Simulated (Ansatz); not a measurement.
# Cs on Ag(111): change of the work function, part 3 of 3

How does Cs on the fcc site change the work function of Ag(111) as the layer fills?

Ansatz 0.2.0; plane-wave DFT, PBE, Ansatz PAW.

So far, work function, upper face (eV): step 2 (the clean slab) 4.47; step 3 (37 atoms, coverage 0.111 ML, cell 3x3) 1.57.

### Step 4. The covered slab, k-mesh 6×6×1, coverage 0.25 ML

System of this step: Cs/Ag(111). The cell holds 17 atoms: 16 Ag and 1 Cs. Cell: a = 5.784 Å, b = 5.784 Å, c = 28.803 Å, α = 90.0°, β = 90.0°, γ = 60.0°. Vacuum lies along c.

Another coverage, to see how the dipoles act on each other as their distance changes.

input.yaml

```yaml
crystal:
  lattice:
    - [5.7841334702, 1.0e-10, 0.0]
    - [2.892066735, 5.0092065241, 0.0]
    - [0.0, 0.0, 28.8034422788]
  atoms:
    - { symbol: Ag, position: [0.0, 0.0, 0.3124626533] }
    - { symbol: Ag, position: [0.1666666667, 0.1666666667, 0.3944446116] }
    - { symbol: Ag, position: [0.3333333333, 0.3333333333, 0.4773749922] }
    - { symbol: Ag, position: [0.0, 0.0, 0.5610871475] }
    - { symbol: Ag, position: [0.0, 0.5, 0.3124626533] }
    - { symbol: Ag, position: [0.1666666667, 0.6666666667, 0.3944446116] }
    - { symbol: Ag, position: [0.3333333333, 0.8333333333, 0.4773749922] }
    - { symbol: Ag, position: [0.0, 0.5, 0.5610871475] }
    - { symbol: Ag, position: [0.5, 0.0, 0.3124626533] }
    - { symbol: Ag, position: [0.6666666667, 0.1666666667, 0.3944446116] }
    - { symbol: Ag, position: [0.8333333333, 0.3333333333, 0.4773749922] }
    - { symbol: Ag, position: [0.5, 0.0, 0.5610871475] }
    - { symbol: Ag, position: [0.5, 0.5, 0.3124626533] }
    - { symbol: Ag, position: [0.6666666667, 0.6666666667, 0.3944446116] }
    - { symbol: Ag, position: [0.8333333333, 0.8333333333, 0.4773749922] }
    - { symbol: Ag, position: [0.5, 0.5, 0.5610871475] }
    - { symbol: Cs, position: [0.1666666667, 0.1666666667, 0.6875373467] }
kpoints:
  mp_grid: { grid: [6, 6, 1] }
hamiltonian:
  xc: pbe
scf:
  occupations: { method: fermi_dirac, width: 0.1 }
  convergence: { dr2_threshold: 1.0e-08 }
efield:
  axis: 3
  dipole_correction: true
  ramp_position: 0.97
  ramp_width: 0.06
relax:
  f_tol: 0.02
  max_steps: 60
  constraints: [{ sites: [0, 1, 4, 5, 8, 9, 12, 13] }]
output:
  dos: { projected: true, e_range: [-8, 4] }
  write_potential: true
  write_density: true
  volumetric_format: npy
  elf: true
```

Command:

```
$ ansatz run input.yaml --threads 4 --pin off --max-ram 16384MiB --backend cpu --events-out ev --progress --plain --runs-dir out
```

The program printed:

```text
[...]
Crystal: 17 atoms, lattice volume = 834.549 Å³
Basis set: ecut = 420 eV, 16405 PW (Γ), exchange–correlation on 80×80×400 points (8 copies of the dense FFT grid, shifted against one another)
Bands: 188, of which v1, the nominal top of the filled ones, is band 157 counted from 1 (156 counted from 0)
Symmetry: 6 space group operations
[...]
k-points: 7 of 36 (time reversal used)
[...]
SCF iter   1: F=—  HF=-127117.656854 eV  |F-HF|=—  |Δ(HF+E_count)|=         —  Δρ=1.82e-3  dr2=5.76e-1  ethr=1.77e-3  p=0.371 e·Å  D=8.04e-2 V/Å  ΔV_dip=-2.32 eV  dr2_dipole=9.89e-2  V_vac-E_F(+/−)=2.02/4.34 eV  ⟨swp⟩=6.3  Hψ=5286  notcnv=0  defer=63
[...]
SCF iter  11: F=-127117.635381 eV  HF=-127117.635381 eV  |F-HF|=1.06e-9  |Δ(HF+E_count)|=   6.04e-9  Δρ=6.19e-7  dr2=7.35e-9  ethr=3.19e-12  p=0.375 e·Å  D=8.14e-2 V/Å  ΔV_dip=-2.34 eV  dr2_dipole=9.35e-13  V_vac-E_F(+/−)=2.05/4.40 eV  ⟨swp⟩=13.4  Hψ=9845  notcnv=0
SCF 1 converged in 11 iterations: F = -127117.635381 eV  dr2 = 7.35e-9
[...]
relax step   1: F+E_penalty+E_count = -127117.63538090 eV  Δ(F+E_penalty+E_count) = +0.000e0 eV  max|allowed force component| = 3.452e-1 eV/Å  Δτ_max = 0.0000 Å  (11 SCF iters, accepted)
[...]
SCF iter   8: F=-127117.658310 eV  HF=-127117.658310 eV  |F-HF|=1.73e-9  |Δ(HF+E_count)|=   2.07e-8  Δρ=8.29e-7  dr2=9.59e-9  ethr=3.19e-12  p=0.379 e·Å  D=8.22e-2 V/Å  ΔV_dip=-2.37 eV  dr2_dipole=1.60e-10  V_vac-E_F(+/−)=2.03/4.40 eV  ⟨swp⟩=13.7  Hψ=8975  notcnv=0
SCF 2 converged in 8 iterations: F = -127117.658310 eV  dr2 = 9.59e-9
relax step   2: F+E_penalty+E_count = -127117.65831029 eV  Δ(F+E_penalty+E_count) = -2.293e-2 eV  max|allowed force component| = 3.284e-1 eV/Å  Δτ_max = 0.0534 Å  (8 SCF iters, accepted)
SCF iter   1: F=—  HF=-127117.716765 eV  |F-HF|=—  |Δ(HF+E_count)|=         —  Δρ=8.25e-4  dr2=1.34e-2  ethr=6.13e-5  p=0.379 e·Å  D=8.22e-2 V/Å  ΔV_dip=-2.37 eV  dr2_dipole=1.53e-3  V_vac-E_F(+/−)=2.04/4.40 eV  ⟨swp⟩=5.9  Hψ=3118  notcnv=0  defer=85
[...]
SCF iter  10: F=-127117.714851 eV  HF=-127117.714851 eV  |F-HF|=4.66e-10  |Δ(HF+E_count)|=   2.74e-9  Δρ=4.32e-7  dr2=2.61e-9  ethr=3.19e-12  p=0.395 e·Å  D=8.56e-2 V/Å  ΔV_dip=-2.46 eV  dr2_dipole=4.53e-10  V_vac-E_F(+/−)=1.95/4.41 eV  ⟨swp⟩=13.1  Hψ=8746  notcnv=0
SCF 3 converged in 10 iterations: F = -127117.714851 eV  dr2 = 2.61e-9
[...]
relax step   3: F+E_penalty+E_count = -127117.71485063 eV  Δ(F+E_penalty+E_count) = -5.654e-2 eV  max|allowed force component| = 1.957e-1 eV/Å  Δτ_max = 0.1914 Å  (10 SCF iters, accepted)
[...]
relax step   4: F+E_penalty+E_count = -127117.73714304 eV  Δ(F+E_penalty+E_count) = -2.229e-2 eV  max|allowed force component| = 2.363e-2 eV/Å  Δτ_max = 0.1944 Å  (10 SCF iters, accepted)
SCF iter   1: F=—  HF=-127117.738333 eV  |F-HF|=—  |Δ(HF+E_count)|=         —  Δρ=2.87e-4  dr2=8.78e-4  ethr=1.26e-6  p=0.409 e·Å  D=8.88e-2 V/Å  ΔV_dip=-2.56 eV  dr2_dipole=1.67e-4  V_vac-E_F(+/−)=1.86/4.42 eV  ⟨swp⟩=3.7  Hψ=2913  notcnv=0  defer=95
[...]
SCF iter   9: F=-127117.737851 eV  HF=-127117.737851 eV  |F-HF|=3.16e-9  |Δ(HF+E_count)|=  9.60e-10  Δρ=5.40e-7  dr2=2.70e-9  ethr=3.19e-12  p=0.410 e·Å  D=8.89e-2 V/Å  ΔV_dip=-2.56 eV  dr2_dipole=2.26e-13  V_vac-E_F(+/−)=1.86/4.42 eV  ⟨swp⟩=12.0  Hψ=8407  notcnv=0
SCF 5 converged in 9 iterations: F = -127117.737851 eV  dr2 = 2.70e-9
[...]
relax step   5: F+E_penalty+E_count = -127117.73785109 eV  Δ(F+E_penalty+E_count) = -7.081e-4 eV  max|allowed force component| = 1.810e-3 eV/Å  Δτ_max = 0.0183 Å  (9 SCF iters, accepted)
[...]
SCF converged after 9 iterations
Free energy (F): -127117.737851 eV
[...]
Internal energy: -127117.517457 eV  (E = F + TS)
E sigma→0 (E₀):  -127117.627654 eV
Entropy (-TS):   -0.220394 eV (-12.964 meV/atom)
Fermi energy:    4.299790 eV
Dipole field:    D = 0.088890 V/Å  (p = 0.409960 e·Å, saw-weighted, corrected)
Work function:   Φ+ = 1.8562 eV   Φ− = 4.4167 eV
[...]
--- Forces (eV/Å), atoms counted from 1 ---
  atom   1  Ag     0.00612618     0.00353695    -0.13347185
  atom   2  Ag     0.00000000     0.00000000     0.15788502
  atom   3  Ag     0.00048874     0.00028217    -0.00033900
  atom   4  Ag    -0.00076924    -0.00044412    -0.00129017
  atom   5  Ag     0.00000000    -0.00707391    -0.13347185
  atom   6  Ag     0.02121163    -0.01224654     0.12994046
  atom   7  Ag     0.00000000    -0.00056434    -0.00033900
  atom   8  Ag    -0.00000000     0.00088824    -0.00129017
  atom   9  Ag    -0.00612618     0.00353695    -0.13347185
  atom  10  Ag    -0.00000000     0.02449308     0.12994046
  atom  11  Ag    -0.00048874     0.00028217    -0.00033900
  atom  12  Ag     0.00076924    -0.00044412    -0.00129017
  atom  13  Ag     0.00000000    -0.00000000    -0.14083675
  atom  14  Ag    -0.02121163    -0.01224654     0.12994046
  atom  15  Ag    -0.00000000     0.00000000     0.00050289
  atom  16  Ag    -0.00000000     0.00000000    -0.00028457
  atom  17  Cs     0.00000000    -0.00000000    -0.00180986
  max |Σ_I F_I| component: 2.49e-5 eV/Å
--- Band table (eV; the first three rows and the last of 7) ---
  k-point 0: bands = [... 153 lower, 4.3421, 4.3479, 4.3479, 4.5762, 5.0427, 5.0865, 5.0865, 5.4767, ... 27 higher]
  k-point 1: bands = [... 153 lower, 3.6161, 4.1502, 4.1556, 4.2033, 4.7447, 4.7914, 4.8312, 4.9592, ... 27 higher]
  k-point 2: bands = [... 153 lower, 3.6516, 3.7847, 3.9806, 3.9825, 4.6251, 4.6448, 4.7761, 5.5307, ... 27 higher]
  k-point 6: bands = [... 153 lower, 1.7490, 3.1801, 3.1882, 3.2352, 5.1483, 5.1909, 5.2777, 5.7160, ... 27 higher]
--- Relaxed structure (5 steps of the walk, 5 accepted, 0 SCFs on fresh bases) ---
  F+E_penalty+E_count = -127117.73785109 eV   max|allowed force component| = 1.810e-3 eV/Å
  atoms:
    - { symbol: Ag, position: [-1.795949e-17, -1.795949e-17, 0.312463] }
    - { symbol: Ag, position: [0.166667, 0.166667, 0.394445] }
    - { symbol: Ag, position: [0.333898, 0.333898, 0.477663] }
    - { symbol: Ag, position: [-0.00112111, -0.00112111, 0.560726] }
    - { symbol: Ag, position: [2.775558e-17, 0.500000, 0.312463] }
    - { symbol: Ag, position: [0.166667, 0.666667, 0.394445] }
    - { symbol: Ag, position: [0.333898, 0.832204, 0.477663] }
    - { symbol: Ag, position: [-0.00112111, 0.502242, 0.560726] }
    - { symbol: Ag, position: [0.5, -1.795949e-17, 0.312463] }
    - { symbol: Ag, position: [0.666667, 0.166667, 0.394445] }
    - { symbol: Ag, position: [0.832204, 0.333898, 0.477663] }
    - { symbol: Ag, position: [0.502242, -0.00112111, 0.560726] }
    - { symbol: Ag, position: [0.5, 0.500000, 0.312463] }
    - { symbol: Ag, position: [0.666667, 0.666667, 0.394445] }
    - { symbol: Ag, position: [0.833333, 0.833333, 0.476617] }
    - { symbol: Ag, position: [0.5, 0.500000, 0.564695] }
    - { symbol: Cs, position: [0.166667, 0.166667, 0.671651] }
```

Wall time 2.8 min (4 threads of Arm Neoverse V2, shared host); peak memory 3.6 GiB; 11 min of CPU time.

The steps of the relaxation:

```
step  energy less that of the first step (eV)  largest force component (eV/Å)
   1                                   0.0000                          0.3452
   2                                  -0.0229                          0.3284
   3                                  -0.0795                          0.1957
   4                                  -0.1018                          0.0236
   5                                  -0.1025                          0.0018
```

The run keeps the 6 symmetry operations that the program found, so distortions that break them were not tested.

The atoms that moved most (Å):

```
atom      dx      dy      dz  length
Cs17   0.000   0.000  -0.458   0.458
Ag16   0.000   0.000   0.104   0.104
Ag15   0.000   0.000  -0.022   0.022
Ag12   0.010  -0.006  -0.010   0.015
 Ag4  -0.010  -0.006  -0.010   0.015
 Ag8   0.000   0.011  -0.010   0.015
 Ag7   0.000  -0.006   0.008   0.010
Ag11  -0.005   0.003   0.008   0.010
```

The relaxed structure:

```
Ag Cs
1.0
     5.78413    0.00000    0.00000
     2.89207    5.00921    0.00000
     0.00000    0.00000   28.80344
Ag Cs
16 1
Direct
  0.00000 0.00000 0.31246
  0.16667 0.16667 0.39444
  0.33390 0.33390 0.47766
  0.99888 0.99888 0.56073
  0.00000 0.50000 0.31246
  0.16667 0.66667 0.39444
  0.33390 0.83220 0.47766
  0.99888 0.50224 0.56073
  0.50000 0.00000 0.31246
  0.66667 0.16667 0.39444
  0.83220 0.33390 0.47766
  0.50224 0.99888 0.56073
  0.50000 0.50000 0.31246
  0.66667 0.66667 0.39444
  0.83333 0.83333 0.47662
  0.50000 0.50000 0.56470
  0.16667 0.16667 0.67165
```

This step gave:

```yaml
energy_at_zero_smearing: -127117.6277 eV
work_function_upper_face: 1.856 eV
work_function_lower_face: 4.417 eV
dipole_along_the_normal: 0.4100 e·Å
step_between_the_vacuum_levels: -2.560 eV
```

Running mean over 2.361 Å of the planar mean; the ramp of the sawtooth is left out. The electron's electrostatic potential energy less the Fermi level by z:

z (Å), electron's electrostatic potential energy less the Fermi level (eV) and a bar from the least value:
```
        4       4.42 ##############################
        5       4.41 ##############################
        6       4.34 ##############################
        7       3.44 ###########################
        8      -2.29 ###########
        9      -5.89 #
       10      -6.06 
       11      -6.08 
       12      -5.94 
       13      -5.89 #
       14      -5.97 
       15      -5.61 #
       16      -5.92 
       17      -3.91 ######
       18       0.10 ##################
       19      -1.30 ##############
       20      -1.45 #############
       21       0.37 ##################
       22       1.47 ######################
       23       1.74 ######################
       24       1.82 #######################
       25       1.85 #######################
```

The density of states has structure finer than the step of the table below, so its rows give means over 0.5 eV. Peaks (eV: height): -4.60: 118, -4.42: 73.7, -4.21: 73.0, -3.94: 77.0, -3.43: 74.2, -3.10: 92.2, -2.98: 91.7.

Table of density of states by energy, zero at the Fermi level; means over each step:

energy (eV), density of states (states/eV a cell) and a bar:
```
     -7.5          0 
     -7.0          1 #
     -6.5          2 #
     -6.0         31 ###############
     -5.5         47 #######################
     -5.0         37 ##################
     -4.5         63 ##############################
     -4.0         51 ########################
     -3.5         54 ##########################
     -3.0         44 #####################
     -2.5          4 ##
     -2.0          5 ##
     -1.5          3 ##
     -1.0          5 ##
     -0.5          4 ##
      0.0          6 ###
      0.5          7 ###
      1.0          5 ##
      1.5          9 ####
```

Projected DOS per atom over height of the atomic layer and energy from the Fermi level. Layers: Ag4 Ag4 Ag4 Ag4 Cs from below.

Values in states/eV, 22 rows by 5 columns, each cell a mean:
```
0.18 0.15 0.15 0.13 0.25
0.12 0.18 0.19 0.12 0.24
0.14 0.17 0.15 0.12 0.80
0.31 0.22 0.21 0.33 0.79
0.25 0.23 0.25 0.23 0.59
0.18 0.22 0.22 0.17 0.34
0.32 0.20 0.21 0.32 0.26
0.20 0.18 0.17 0.21 0.18
0.26 0.28 0.31 0.26 0.09
0.18 0.14 0.14 0.19 0.03
1.14 1.33 1.30 0.78 0.06
3.61 3.61 3.56 3.04 0.04
3.99 2.62 3.05 4.09 0.05
3.78 2.28 2.50 4.08 0.05
3.76 3.93 3.67 3.91 0.02
2.10 2.21 2.43 2.42 0.01
2.73 2.90 2.88 2.98 0.02
1.45 3.37 2.92 1.34 0.02
0.12 0.33 0.28 0.12 0.01
0.04 0.13 0.11 0.03 0.00
0.02 0.06 0.05 0.01 0.00
0.00 0.00 0.00 0.00 0.00
```
Columns: height of the atomic layer (Å) from 9 to 19.3 (not evenly spaced); rows upwards: energy from the Fermi level (eV) from -7.96 to 1.95.

Electrostatic potential energy in the ca plane at fractional y = 0.167, with atoms of Ag and Cs within 0.2 Å of it. With pseudopotentials it is smooth inside the atoms' cores, unlike the true potential.

Values in eV, 8 rows by 16 columns, each cell a mean:
```
  4   3   5  -2  -8   3 -10   3   5   1   2   5   6   7   7   7
  3 -14  -4   3   1   5   0   6   7   6   6   6   7   7   7   7
 -1 -25 -15   6   6   7   6   7   7   7   6   6   7   7   7   7
  3 -16  -5   3   1   6   0   6   7   6   6   6   7   7   7   7
  4   3   5  -2  -8   3 -10   3   6   1   3   5   6   7   7   7
  3 -14  -4   3   1   6   0   5   1 -18 -12   4   6   7   7   7
 -1 -25 -15   6   6   7   6   6  -5 -20 -18   3   6   7   7   7
  3 -16  -5   3   2   6   1   5   0 -19 -13   4   6   7   7   7
```
Columns run along c (16.0 Å, from fractional 0.34 to 0.90 of the cell; values clipped at the 3rd and 97th percentile), rows up along a (5.8 Å). Atoms in or near the plane, at fractional coordinates: Ag at (0.39, 0.17), Ag at (0.39, 0.67), Cs at (0.67, 0.17).

Valence density in the ca plane at fractional y = 0.167, with atoms of Ag and Cs within 0.2 Å of it. It is the smooth field of the valence electrons, not physical close to the nuclei.

Ten steps, logarithmic in the rise over the least value, from '0' (0 e/Å³) to '9' (18 e/Å³), each cell a mean:
```
21112111124432113443100011221000000000000000
21112111124432113443100000000000000000000000
11234431122321112332100000000000000000000000
11478852111111111111100000000000000000000000
12589973111111001111000000000000000000000000
12489963111111011111000000000000000000000000
11356642112221111221100000000000000000000000
11123321123432112342100000000000000000000000
21111111124432113443100001111000000000000000
11123321123432112332100012332100000000000000
11356642112221111221100133443210000000000000
12489963111111011111000234334310000000000000
12589973111111001111001233124320000000000000
11478852111111111111100134334310000000000000
11234421112321112332100123333210000000000000
```
Columns run along c (16.0 Å, from fractional 0.34 to 0.90 of the cell), rows up along a (5.8 Å). Atoms in or near the plane, at fractional coordinates: Ag at (0.39, 0.17), Ag at (0.39, 0.67), Cs at (0.67, 0.17).

ELF in the ca plane at fractional y = 0.167, with atoms of Ag and Cs within 0.2 Å of it. It is the smooth field of the valence electrons, not physical close to the nuclei.

Values, 8 rows by 16 columns, each cell a mean:
```
0.17 0.17 0.17 0.24 0.30 0.17 0.32 0.21 0.11 0.52 0.46 0.08 0.07 0.14 0.07 0.02
0.18 0.39 0.26 0.19 0.21 0.16 0.21 0.19 0.12 0.04 0.04 0.05 0.16 0.17 0.07 0.02
0.22 0.69 0.42 0.19 0.17 0.16 0.19 0.20 0.16 0.05 0.04 0.13 0.25 0.18 0.07 0.02
0.18 0.42 0.27 0.19 0.20 0.16 0.21 0.19 0.12 0.04 0.04 0.05 0.17 0.17 0.07 0.02
0.17 0.17 0.17 0.24 0.30 0.17 0.32 0.21 0.11 0.47 0.42 0.07 0.07 0.14 0.07 0.02
0.18 0.39 0.26 0.19 0.20 0.16 0.21 0.18 0.37 0.80 0.82 0.29 0.04 0.12 0.08 0.02
0.22 0.69 0.42 0.18 0.17 0.16 0.19 0.17 0.53 0.33 0.68 0.42 0.04 0.11 0.08 0.02
0.18 0.42 0.28 0.18 0.19 0.16 0.21 0.17 0.39 0.77 0.82 0.31 0.04 0.12 0.08 0.02
```
Columns run along c (16.0 Å, from fractional 0.34 to 0.90 of the cell), rows up along a (5.8 Å). Atoms in or near the plane, at fractional coordinates: Ag at (0.39, 0.17), Ag at (0.39, 0.67), Cs at (0.67, 0.17).

The relaxation took 5 steps and lowered the energy by 0.10 eV; the largest force on the free atoms ends at 0.0018 eV/Å.

By hand: a sheet of dipoles makes a step −p/(ε₀A) in the electron's potential. With e/ε₀ = 180.95 V·Å, p = 0.4100 e·Å and A = 28.97 Å², that is −180.95 × (0.4100) / 28.97 = -2.560 eV, and the two vacuum levels of the run differ by -2.560 eV.

The covered face has 1.86 eV, -2.61 eV against the clean one; the bare back face has moved by -0.03 eV, a measure of how thin the slab is.

### Step 5. Work function against coverage

This step: plane-wave DFT, PBE, Ansatz PAW; work function against coverage (Ansatz 0.2.0).

The runs are now put side by side.

This step gave:

```yaml
work_function_of_the_clean_face: 4.469 eV
largest_change_of_the_work_function: -2.902 eV
```

Work function of the covered face against coverage:

```
coverage (adsorbates/nm²)  work function of the covered face (eV)
                     0.00                                    4.47
                     1.53                                    1.57
                     3.45                                    1.86
```

The dipole per adsorbate comes from the change of the cell's dipole. Coverage, by row:

```
coverage (1/nm²)  coverage (ML)  work function (eV)  change (eV)  dipole per adsorbate, positive end outwards (debye)  mean height of the added atoms over the highest substrate atom (Å)
           1.534         0.1111               1.568       -2.902                                                4.872                                                               3.062
           3.451           0.25               1.856       -2.613                                                1.984                                                               3.081
```

### Step 6. Summary of results

```yaml
work_function_of_the_clean_face: 4.47 eV
work_function_at_0p11_ml: 1.57 eV
work_function_at_0p25_ml: 1.86 eV
dipole_per_adsorbate_at_0p11_ml_positive_end_outwards: 4.87 D
```

What this shows: Cs lowers the work function of Ag(111) at the lowest coverage, by 2.90 eV: the adsorbate layer has its positive end outwards. The slab has 4 layers, at the tabulated experimental lattice constant, one starting site was run, and quantum-size effects of a slab this thin can reach one or two tenths of an eV.

[Long decimals in the printed logs are rounded to 6 places.]

[Logs are printed without paths, hosts, clocks, repeated set-up lines and the standing remarks that a program may print on its own settings, such as how far it seeks lower states.]

[Hosts, paths, dates, database ids (printed as entryN), source tags and the programs' standing remarks are cut or masked in the printed files.]

[Maps of the electrostatic potential energy from Ansatz leave out the sawtooth potential of an applied field or a dipole correction, so their vacuum need not be flat; planar profiles and work functions include it.]

[The density of states shown here was stored with 400 of the rows of the run's finer table, so its peaks can read low, often by over a quarter, or be missed, and its means over a window can be off by a tenth or more.]
